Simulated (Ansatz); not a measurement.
# LaScBr6: complex band structure

Wanted: the relaxed cell of LaScBr6, its band edges and its decay constants. It is built by putting Sc for part of the La in the LaBr3 structure of space group P6_3/m, with the volume rescaled by atomic radii. The parent structure comes from the Materials Project.

Method: PBEsol DFT, plane waves, PAW files, in the first sound run; inputs show where later runs differ, in Ansatz 0.2.0.

Most raw output is cut from this account.

The structure was built from a prototype and need not be the compound's stable phase.

## 1. Set-up

Symmetry: P-6, No. 174, hexagonal system. The conventional cell has a = 7.874 Å, b = 7.874 Å, c = 4.409 Å, α = 90.00°, β = 90.00°, γ = 120.00°. La has 9 Br at 3.04 to 3.12 Å nearest. Sc has 9 Br at 3.04 to 3.12 Å nearest. Nearest to Br lie 2 Sc at 3.04 Å and 1 La at 3.12 Å. Nearest to Br lie 2 La at 3.04 Å and 1 Sc at 3.12 Å. It derives from LaBr3. Sc for part of the La in the LaBr3 structure of space group P6_3/m. Farther neighbours and most contacts between anions are not listed.

## 2. Relaxing the new crystal

The substituted atoms don't fit the parent's cell, so cell and atoms relax together. A small smearing keeps the run stable in case the gap closes on the way.

input.yaml reads:

```yaml
crystal:
  lattice:
    - [7.8736878165, 0.0, 0.0]
    - [-3.9368439083, 6.8188136706, 0.0]
    - [0.0, 0.0, 4.4093943897]
  atoms:
    - { symbol: La, position: [0.6666666667, 0.3333333333, 0.75] }
    - { symbol: Sc, position: [0.3333333333, 0.6666666667, 0.25] }
    - { symbol: Br, position: [0.61344323, 0.70019478, 0.75] }
    - { symbol: Br, position: [0.91324845, 0.61344323, 0.25] }
    - { symbol: Br, position: [0.38655677, 0.29980522, 0.25] }
    - { symbol: Br, position: [0.08675155, 0.38655677, 0.75] }
    - { symbol: Br, position: [0.29980522, 0.91324845, 0.75] }
    - { symbol: Br, position: [0.70019478, 0.08675155, 0.25] }
kpoints:
  mp_grid: { grid: [4, 4, 6] }
scf:
  occupations: { method: gaussian, width: 0.03 }
hamiltonian:
  xc: pbesol
output:
  forces: true
  stress: true
relax:
  f_tol: 0.02
  max_steps: 60
  cell: {}
```

The run is started by

```console
$ ansatz run input.yaml --threads 2 --pin off --max-ram 4096MiB --backend cpu --events-out ev --progress --plain --runs-dir out
```

Wall time 78 s (2 threads of Arm Neoverse V1, shared host); peak memory 0.53 GiB; 2.6 min of CPU time.

Step by step:

| step | energy less that of the first step (eV) | largest force component (eV/Å) | pressure (GPa) | volume (Å³) |
| --- | --- | --- | --- | --- |
| 1 | 0.0000 | 0.8118 | -2.96 | 236.74 |
| 2 | -0.3811 | 0.3918 | 0.68 | 218.95 |
| 3 | -0.4313 | 0.1283 | -0.04 | 220.50 |
| 4 | -0.4516 | 0.1056 | 0.08 | 220.52 |
| 5 | -0.5183 | 0.1132 | 0.58 | 223.22 |
| 6 | -0.4576 | 0.5692 | 2.47 | 227.18 |
| 7 | -0.5430 | 0.0219 | 0.31 | 228.90 |
| 8 | -0.5537 | 0.0218 | 0.09 | 234.52 |
| 9 | -0.5554 | 0.0290 | 0.04 | 238.97 |
| 10 | -0.5561 | 0.0120 | -0.01 | 239.90 |
| 11* | -0.5575 | 0.0121 | 0.00 | 239.90 |

Relaxation steps marked * repeat the geometry before them on a plane-wave basis chosen anew for their cell, so energy and pressure can jump there. Relaxation step 6 was tried and not accepted.

Forces are held to the 6 operations that the run works with; a distortion that breaks them can't arise in this run.

| cell as run | before | after | change |
| --- | --- | --- | --- |
| a (Å) | 7.874 | 8.503 | +8.0 % |
| b (Å) | 7.874 | 8.503 | +8.0 % |
| c (Å) | 4.409 | 3.831 | -13.1 % |
| volume (Å³/atom) | 29.59 | 29.99 | +1.3 % |

The atoms that moved most (Å, as changes of fractional coordinates times the final cell):

| atom | dx | dy | dz | length |
| --- | --- | --- | --- | --- |
| Br3 | -0.294 | -0.073 | 0.000 | 0.303 |
| Br6 | 0.084 | 0.291 | 0.000 | 0.303 |
| Br7 | 0.210 | -0.219 | 0.000 | 0.303 |
| Br5 | 0.059 | -0.206 | 0.000 | 0.214 |
| Br4 | -0.208 | 0.052 | 0.000 | 0.214 |
| Br8 | 0.149 | 0.154 | 0.000 | 0.214 |

This step gave:

| Item | Value |
| --- | --- |
| free energy | -24705.6883 eV |
| Fermi energy | 5.033 eV |
| pressure | 0.001434 GPa |

The largest force component on a free atom ends at 0.012 eV/Å.

## 3. Band edges

The energy window and the wavevectors of the next steps follow from the band edges, so these are searched first, off the mesh as well.

input.yaml reads:

```yaml
crystal:
  lattice:
    - [8.5034941823, 0.0, 0.0]
    - [-4.2517470912, 7.3642419828, 0.0]
    - [0.0, 0.0, 3.830856694]
  atoms:
    - { symbol: La, position: [0.6666666667, 0.3333333333, 0.75] }
    - { symbol: Sc, position: [0.3333333333, 0.6666666667, 0.25] }
    - { symbol: Br, position: [0.5738866082, 0.6903413772, 0.75] }
    - { symbol: Br, position: [0.8922868001, 0.6204749318, 0.25] }
    - { symbol: Br, position: [0.3795250682, 0.2718118683, 0.25] }
    - { symbol: Br, position: [0.116454769, 0.4261133918, 0.75] }
    - { symbol: Br, position: [0.3096586228, 0.883545231, 0.75] }
    - { symbol: Br, position: [0.7281881317, 0.1077131999, 0.25] }
kpoints:
  mp_grid: { grid: [4, 4, 6] }
  band_path: { path: [VBM, CBM], npoints: 30 }
scf:
  occupations: { method: fixed }
hamiltonian:
  xc: pbesol
output:
  eigenvalues: true
  write_potential: true
  write_density: true
  volumetric_format: npy
```

Elapsed: 53 s, on 2 threads; peak memory 0.52 GiB.

Numbers from this step:

```
free energy         : -24705.6885 eV
Fermi energy        : 3.948 eV
gap on the k-mesh   : 2.171 eV
gap on path         : 2.154 eV, by band count; negative where bands overlap
direct gap on path  : 2.253 eV
edge places on path : 0, 0.4926 1/A along the path
```

Electronic bands along the path, in eV, zero at the Fermi level (highest filled level under fixed occupations); v1 is the highest filled band, c1 the lowest empty one:

| point | v4 | v3 | v2 | v1 | c1 | c2 | c3 | c4 |
| --- | --- | --- | --- | --- | --- | --- | --- | --- |
| VBM | -0.70 | -0.21 | 0.00 | 0.00 | 2.26 | 2.74 | 2.74 | 3.16 |
| halfway | -0.43 | -0.32 | -0.31 | -0.04 | 2.21 | 2.69 | 2.74 | 3.12 |
| CBM | -0.42 | -0.33 | -0.22 | -0.13 | 2.15 | 2.67 | 2.73 | 3.09 |

The searched edges give 2.15 eV, against 2.17 eV on the mesh.

## 4. Decaying states in the gap

This step: PBEsol DFT, plane waves, PAW files; complex bands by layer matching along the plane's normal (Ansatz 0.2.0).

The same crystal is laid in a cell whose first two vectors span the (100) plane (indices of the standard conventional cell, whose axes can be ordered otherwise than in the bulk input). At fixed energy and wavevector in the plane the solver finds all kz, real and complex. A few wavevectors are listed, (0, 0) and (0.3333, 0) in units of the plane's reciprocal vectors; the slowest state needn't be among them.

input.yaml reads:

```yaml
crystal:
  lattice:
    - [8.503494182, 0.0, 0.0]
    - [0.0, 3.830856694, 0.0]
    - [4.251747091, 0.0, 7.364241983]
  atoms:
    - { symbol: La, position: [0.6666666667, 0.75, 0.6666666667] }
    - { symbol: Sc, position: [0.3333333333, 0.25, 0.3333333333] }
    - { symbol: Br, position: [0.116454769, 0.75, 0.5738866082] }
    - { symbol: Br, position: [0.7281881317, 0.25, 0.8922868001] }
    - { symbol: Br, position: [0.8922868001, 0.25, 0.3795250682] }
    - { symbol: Br, position: [0.3096586228, 0.75, 0.116454769] }
    - { symbol: Br, position: [0.5738866082, 0.75, 0.3096586228] }
    - { symbol: Br, position: [0.3795250682, 0.25, 0.7281881317] }
kpoints:
  mp_grid: { grid: [4, 6, 4] }
scf:
  occupations: { method: fixed }
hamiltonian:
  xc: pbesol
output:
  eigenvalues: true
  transmission:
    leads: [[0, 0]]
    kpoints: [[0.0, 0.0], [0.3333, 0.0]]
    e_range: [-1.0, 3.15]
    de: 0.1
```

Wall time 93 s (2 threads); peak memory 1.2 GiB.

This step gave:

| Property | Result |
| --- | --- |
| level to which the leads are filled | 1.085 eV from the Fermi level |
| decay constant at the filling level, zone centre | 0.2899 Å⁻¹ |
| decay constant at the filling level, slowest listed point | 0.2899 Å⁻¹ |

K parallel (0, 0); values up to 1.5 1/Å, a degenerate pair printed once or twice; energies at which all values exceed this have no row. The Im kz of the slowest decaying states by energy, zero at the highest filled level on the SCF mesh:

| energy (eV) | decay 1 (Å⁻¹) | decay 2 (Å⁻¹) | decay 3 (Å⁻¹) | decay 4 (Å⁻¹) |
| --- | --- | --- | --- | --- |
| -1.00 | 0.0608 | 0.246 | 0.279 | 0.628 |
| -0.80 | 0.0574 | 0.0732 | 0.135 | 0.398 |
| -0.70 | 0.00565 | 0.0775 | 0.165 | 0.443 |
| -0.50 | 0.0647 | 0.144 | 0.505 | 0.507 |
| -0.30 | 0.0383 | 0.514 | 0.553 | 0.601 |
| -0.20 | 0.0646 | 0.0971 | 0.505 | 0.571 |
| 0.00 | 0.00219 | 0.00685 | 0.220 | 0.301 |
| 0.10 | 0.107 | 0.257 | 0.356 | 0.372 |
| 0.30 | 0.177 | 0.304 | 0.435 | 0.476 |
| 0.50 | 0.219 | 0.329 | 0.492 | 0.532 |
| 0.60 | 0.235 | 0.337 | 0.516 | 0.541 |
| 0.80 | 0.261 | 0.348 | 0.523 | 0.555 |
| 1.00 | 0.281 | 0.353 | 0.517 | 0.586 |
| 1.10 | 0.290 | 0.354 | 0.514 | 0.599 |
| 1.30 | 0.304 | 0.353 | 0.508 | 0.621 |
| 1.50 | 0.315 | 0.346 | 0.500 | 0.639 |
| 1.60 | 0.319 | 0.339 | 0.494 | 0.646 |
| 1.80 | 0.314 | 0.326 | 0.481 | 0.647 |
| 2.00 | 0.259 | 0.329 | 0.462 | 0.598 |
| 2.10 | 0.195 | 0.329 | 0.451 | 0.570 |
| 2.30 | 0.219 | 0.299 | 0.420 | 0.499 |
| 2.40 | 0.349 | 0.399 | 0.435 | 0.649 |
| 2.60 | 0.303 | 0.376 | 0.464 | 0.572 |
| 2.80 | 0.192 | 0.342 | 0.351 | 0.451 |
| 2.90 | 0.265 | 0.356 | 0.390 | 0.392 |
| 3.10 | 0.0998 | 0.305 | 0.407 | 0.415 |

K parallel (0.3333, 0); values up to 1.5 1/Å, a degenerate pair printed once or twice; energies at which all values exceed this have no row. Table of Im kz of the slowest decaying states by energy, zero at the highest filled level on the SCF mesh:

| energy (eV) | decay 1 (Å⁻¹) | decay 2 (Å⁻¹) | decay 3 (Å⁻¹) | decay 4 (Å⁻¹) |
| --- | --- | --- | --- | --- |
| -1.00 | 0.0514 | 0.0735 | 0.0758 | 0.0974 |
| -0.80 | 0.0769 | 0.108 | 0.132 | 0.236 |
| -0.60 | 0.118 | 0.127 | 0.213 | 0.267 |
| -0.40 | 0.0608 | 0.171 | 0.335 | 0.447 |
| -0.20 | 0.0611 | 0.145 | 0.163 | 0.259 |
| 0.00 | 0.123 | 0.189 | 0.194 | 0.390 |
| 0.20 | 0.229 | 0.258 | 0.295 | 0.465 |
| 0.40 | 0.273 | 0.297 | 0.356 | 0.518 |
| 0.60 | 0.302 | 0.324 | 0.401 | 0.557 |
| 0.80 | 0.322 | 0.342 | 0.436 | 0.586 |
| 1.00 | 0.337 | 0.354 | 0.464 | 0.609 |
| 1.30 | 0.351 | 0.360 | 0.490 | 0.599 |
| 1.50 | 0.355 | 0.356 | 0.498 | 0.585 |
| 1.70 | 0.340 | 0.357 | 0.496 | 0.570 |
| 1.90 | 0.306 | 0.352 | 0.485 | 0.545 |
| 2.10 | 0.192 | 0.334 | 0.468 | 0.504 |
| 2.30 | 0.305 | 0.312 | 0.432 | 0.453 |
| 2.50 | 0.360 | 0.364 | 0.373 | 0.425 |
| 2.70 | 0.0985 | 0.158 | 0.311 | 0.402 |
| 2.90 | 0.302 | 0.341 | 0.359 | 0.406 |
| 3.10 | 0.235 | 0.431 | 0.454 | 0.520 |

At the listed wavevectors the last open channel is at -0.10 eV and the next at +2.20 eV on the grid. At +1.10 eV, the grid energy nearest the filling level (the middle of the gap on the SCF mesh), the slowest state at the listed wavevectors decays with κ = 0.290 Å⁻¹, its amplitude falling by e over 3.4 Å. Through 1 nm of this crystal that state's transmission falls by exp(−2 × 0.290 Å⁻¹ × 10 Å) = 0.0030.

## 5. Band edges at another level

This step: PBE DFT, plane waves, PAW files (Ansatz 0.2.0).

The edges again with PBE, at the same atoms.

input.yaml reads:

```yaml
crystal:
  lattice:
    - [8.5034941823, 0.0, 0.0]
    - [-4.2517470912, 7.3642419828, 0.0]
    - [0.0, 0.0, 3.830856694]
  atoms:
    - { symbol: La, position: [0.6666666667, 0.3333333333, 0.75] }
    - { symbol: Sc, position: [0.3333333333, 0.6666666667, 0.25] }
    - { symbol: Br, position: [0.5738866082, 0.6903413772, 0.75] }
    - { symbol: Br, position: [0.8922868001, 0.6204749318, 0.25] }
    - { symbol: Br, position: [0.3795250682, 0.2718118683, 0.25] }
    - { symbol: Br, position: [0.116454769, 0.4261133918, 0.75] }
    - { symbol: Br, position: [0.3096586228, 0.883545231, 0.75] }
    - { symbol: Br, position: [0.7281881317, 0.1077131999, 0.25] }
kpoints:
  mp_grid: { grid: [4, 4, 6] }
  band_path: { path: [VBM, CBM], npoints: 30 }
scf:
  occupations: { method: fixed }
hamiltonian:
  xc: pbe
output:
  eigenvalues: true
```

Run time: 50 s. Hardware: 2 threads; peak memory 0.52 GiB.

Numbers from this step:

- free energy: -25098.9806 eV
- Fermi energy: 4.042 eV
- gap on the k-mesh: 2.216 eV
- gap on path: 2.200 eV, by band count; negative where bands overlap
- direct gap on path: 2.297 eV

The electronic bands at the labelled points (eV, zero at the Fermi level (highest filled level under fixed occupations); v1 is the highest filled band, c1 the lowest empty one):

| point | v4 | v3 | v2 | v1 | c1 | c2 | c3 | c4 |
| --- | --- | --- | --- | --- | --- | --- | --- | --- |
| VBM | -0.68 | -0.21 | 0.00 | 0.00 | 2.31 | 2.75 | 2.75 | 3.21 |
| halfway | -0.42 | -0.31 | -0.31 | -0.04 | 2.26 | 2.71 | 2.75 | 3.17 |
| CBM | -0.42 | -0.32 | -0.22 | -0.13 | 2.20 | 2.70 | 2.74 | 3.14 |

The searched edges give 2.20 eV, against 2.22 eV on the mesh.

## 6. Complex bands at another level

This step: PBE DFT, plane waves, PAW files; complex bands by layer matching along the plane's normal (Ansatz 0.2.0).

The complex bands at that level, over its own gap, at (0, 0) and (0.3333, 0).

input.yaml reads:

```yaml
crystal:
  lattice:
    - [8.503494182, 0.0, 0.0]
    - [0.0, 3.830856694, 0.0]
    - [4.251747091, 0.0, 7.364241983]
  atoms:
    - { symbol: La, position: [0.6666666667, 0.75, 0.6666666667] }
    - { symbol: Sc, position: [0.3333333333, 0.25, 0.3333333333] }
    - { symbol: Br, position: [0.116454769, 0.75, 0.5738866082] }
    - { symbol: Br, position: [0.7281881317, 0.25, 0.8922868001] }
    - { symbol: Br, position: [0.8922868001, 0.25, 0.3795250682] }
    - { symbol: Br, position: [0.3096586228, 0.75, 0.116454769] }
    - { symbol: Br, position: [0.5738866082, 0.75, 0.3096586228] }
    - { symbol: Br, position: [0.3795250682, 0.25, 0.7281881317] }
kpoints:
  mp_grid: { grid: [4, 6, 4] }
scf:
  occupations: { method: fixed }
hamiltonian:
  xc: pbe
output:
  eigenvalues: true
  transmission:
    leads: [[0, 0]]
    kpoints: [[0.0, 0.0], [0.3333, 0.0]]
    e_range: [-1.0, 3.2]
    de: 0.11
```

The job ended after 89 s (2 threads; peak memory 1.2 GiB; 2.5 min of CPU time).

Numbers from this step:

- level to which the leads are filled: 1.108 eV from the Fermi level
- decay constant at the filling level, zone centre: 0.2938 Å⁻¹
- decay constant at the filling level, slowest listed point: 0.2938 Å⁻¹

K parallel (0, 0); values up to 1.5 1/Å, a degenerate pair printed once or twice; energies at which all values exceed this have no row. Im kz of the slowest decaying states against energy, zero at the highest filled level on the SCF mesh:

| energy (eV) | decay 1 (Å⁻¹) | decay 2 (Å⁻¹) | decay 3 (Å⁻¹) | decay 4 (Å⁻¹) |
| --- | --- | --- | --- | --- |
| -1.00 | 0.0581 | 0.243 | 0.262 | 0.629 |
| -0.67 | 0.0799 | 0.171 | 0.457 | 0.471 |
| -0.45 | 0.0468 | 0.118 | 0.510 | 0.524 |
| -0.12 | 0.0664 | 0.140 | 0.207 | 0.491 |
| -0.01 | 0.217 | 0.298 | 0.432 | 0.583 |
| 0.21 | 0.153 | 0.290 | 0.406 | 0.438 |
| 0.54 | 0.229 | 0.337 | 0.505 | 0.540 |
| 0.76 | 0.260 | 0.352 | 0.527 | 0.550 |
| 1.09 | 0.294 | 0.361 | 0.520 | 0.601 |
| 1.42 | 0.316 | 0.358 | 0.511 | 0.635 |
| 1.64 | 0.327 | 0.346 | 0.501 | 0.651 |
| 1.97 | 0.291 | 0.336 | 0.476 | 0.626 |
| 2.30 | 0.333 | 0.436 | 0.530 | 0.653 |
| 2.63 | 0.310 | 0.406 | 0.512 | 0.545 |
| 2.85 | 0.257 | 0.355 | 0.380 | 0.413 |
| 3.18 | 0.317 | 0.424 | 0.437 | 0.456 |

K parallel (0.3333, 0); values up to 1.5 1/Å, a degenerate pair printed once or twice; energies at which all values exceed this have no row. The Im kz of the slowest decaying states by energy, zero at the highest filled level on the SCF mesh:

| energy (eV) | decay 1 (Å⁻¹) | decay 2 (Å⁻¹) | decay 3 (Å⁻¹) | decay 4 (Å⁻¹) |
| --- | --- | --- | --- | --- |
| -1.00 | 0.0544 | 0.0701 | 0.0724 | 0.0978 |
| -0.78 | 0.0821 | 0.111 | 0.143 | 0.249 |
| -0.56 | 0.117 | 0.123 | 0.210 | 0.243 |
| -0.34 | 0.0898 | 0.177 | 0.274 | 0.471 |
| -0.12 | 0.123 | 0.151 | 0.326 | 0.503 |
| -0.01 | 0.110 | 0.180 | 0.191 | 0.388 |
| 0.10 | 0.195 | 0.234 | 0.253 | 0.435 |
| 0.21 | 0.234 | 0.264 | 0.301 | 0.471 |
| 0.43 | 0.281 | 0.306 | 0.367 | 0.527 |
| 0.65 | 0.311 | 0.335 | 0.415 | 0.568 |
| 0.87 | 0.332 | 0.354 | 0.452 | 0.598 |
| 1.09 | 0.347 | 0.365 | 0.480 | 0.618 |
| 1.31 | 0.357 | 0.368 | 0.499 | 0.605 |
| 1.53 | 0.363 | 0.364 | 0.507 | 0.592 |
| 1.75 | 0.347 | 0.364 | 0.504 | 0.578 |
| 1.97 | 0.306 | 0.359 | 0.490 | 0.546 |
| 2.08 | 0.258 | 0.351 | 0.481 | 0.524 |
| 2.30 | 0.263 | 0.284 | 0.457 | 0.462 |
| 2.52 | 0.366 | 0.372 | 0.375 | 0.448 |
| 2.74 | 0.121 | 0.290 | 0.412 | 0.509 |
| 2.96 | 0.321 | 0.343 | 0.400 | 0.425 |
| 3.18 | 0.177 | 0.184 | 0.450 | 0.469 |

At the listed wavevectors the last open channel is at -0.01 eV and the next at +2.30 eV on the grid. At +1.09 eV, the grid energy nearest the filling level (the middle of the gap on the SCF mesh), the slowest state at the listed wavevectors decays with κ = 0.294 Å⁻¹, its amplitude falling by e over 3.4 Å; the first such run, plane (100), gave 0.290 Å⁻¹.

## 7. What came out

- band gap: 2.15 eV
- least decay constant at mid-gap, normal to (100): 0.290 Å⁻¹
- least decay constant, PBE: 0.294 Å⁻¹

In words: With PBEsol, the slowest decay at the wavevectors tried is κ = 0.290 Å⁻¹, normal to (100). Through such a film the transmission near mid-gap falls as exp(−2κd), a factor of ten every 4.0 Å. A free electron under a barrier of half the gap would need a mass of 0.30 mₑ to decay at this rate. With PBE the gap goes from 2.15 to 2.20 eV and the decay constant, over the first 2 listed wavevectors, from 0.290 to 0.294 Å⁻¹. The compound is made up by substitution; its stability against other phases and against distortions of the cell's symmetry was not tested. A semilocal functional narrows gaps, so real decay constants are likely larger.

[Logs are printed without paths, hosts, clocks, repeated set-up lines and the standing remarks that a program may print on its own settings, such as how far it seeks lower states.]

[Hosts, paths, dates, database ids (printed as entryN), source tags and the programs' standing remarks are cut or masked in the printed files.]
